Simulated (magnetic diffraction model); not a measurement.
# Which magnetic order? Pr2Pb

Space group P-3m1 (no. 164), a = 4.5590 Å, c = 6.2740 Å.

```csv
site,atom,x,y,z
1a,Pb,0,0,0
2d,Pr,2/3,1/3,0.7395
```

This is a made-up structure (elements placed in a structure type, unrelaxed), so the numbers test the method and describe no known phase.

Only Pr is taken to order (form factors of Pr3+); orders and moment sizes are assumed, and not adapted to the symmetry. Radiation: neutrons of λ = 2.41 Å, 5° to 95°; isotropic B of 0.28 Å² (Pb) and 0.34 Å² (Pr). The intensities are simulated: I ∝ L Σ (|F_N|² + |F_M⊥|²) for unpolarised neutrons, with F_M = 2.695 fm/μB × Σ f(s) S exp(2πi Q·r) exp(−B s²) at Q = H ± k (one set where k and −k are equivalent), only the part normal to Q counting and L = 1/(sin²θ cos θ). For collinear order S is the moment m, which repeats by lattice and centring translations R with the sign exp(−2πi k·R). Form factors are spin-only for 3d ions and dipole or tabulated for f ions, scattering lengths are Sears's of 1992, and absorption is left out. A label names one of the reflections at its angle. The strongest nuclear line in the range is 100, and lines under 0.2 are left out.

Above the ordering temperature:

```csv
2θ (°),index,I
22.15,(0 0 1),27.9
35.54,(1 0 0),10.2
42.27,(1 0 1),100.0
58.76,(1 0 2),71.3
63.83,(1 1 0),55.3
68.45,(1 1 1),22.5
70.37,(0 0 3),5.8
75.24,(2 0 0),3.0
79.57,(2 0 1),37.4
81.39,(1 0 3),30.9
92.31,(2 0 2),40.3
```

Below it (cell unchanged):

```
2θ (°)      I
 22.15   27.9
 35.54   26.7
 42.27  149.6
 58.76   76.0
 63.83   75.1
 68.45   22.6
 70.37    5.8
 75.24    6.6
 79.57   55.0
 81.39   34.9
 81.60   15.9
 92.31   44.0
```

**Question.** Find the propagation vector, then choose among these models:
A. collinear moments along [001], 2.4 μB on Pr; signs + at (2/3, 1/3, 0.7395), − at (1/3, 2/3, 0.2605)
B. collinear moments along [101], 2.4 μB on Pr; signs + at (2/3, 1/3, 0.7395), + at (1/3, 2/3, 0.2605)
C. collinear moments along [101], 2.4 μB on Pr; signs + at (2/3, 1/3, 0.7395), − at (1/3, 2/3, 0.2605)
D. collinear moments along [001], 2.4 μB on Pr; signs + at (2/3, 1/3, 0.7395), + at (1/3, 2/3, 0.2605)

No line moves, and magnetic intensity falls on nuclear lines such as the one at 42.27°; new lines at (1 1 2) have whole indices that obey the lattice centring, at places with no nuclear intensity to speak of, so the magnetic cell equals the chemical primitive cell: k = 0.

Magnetic intensity, observed (below minus above) and for each model:

| 2θ (°) | index | observed | A | B | C | D |
| --- | --- | --- | --- | --- | --- | --- |
| 22.15 | (0 0 1) | <0.2 | <0.2 | 0.1 | 19.9 | <0.2 |
| 35.54 | (1 0 0) | 16.5 | 49.5 | 13.7 | 41.0 | 16.5 |
| 42.27 | (1 0 1) | 49.5 | 16.7 | 47.8 | 16.1 | 49.5 |
| 58.76 | (1 0 2) | 4.7 | 13.5 | 6.5 | 18.5 | 4.7 |
| 63.83 | (1 1 0) | 19.9 | <0.2 | 16.4 | <0.2 | 19.9 |
| 68.45 | (1 1 1) | 0.1 | 30.4 | 0.1 | 26.5 | 0.1 |
| 79.57 | (2 0 1) | 17.6 | 5.9 | 15.1 | 5.1 | 17.6 |
| 81.60 | (1 1 2) | 15.8 | 0.3 | 16.0 | 0.3 | 15.8 |

Model D matches.

The structure used: k = (0 0 0), collinear moments along [001], 2.4 μB on Pr; signs + at (2/3, 1/3, 0.7395), + at (1/3, 2/3, 0.2605).

[Logs are printed without paths, hosts, clocks, repeated set-up lines and the standing remarks that a program may print on its own settings, such as how far it seeks lower states.]
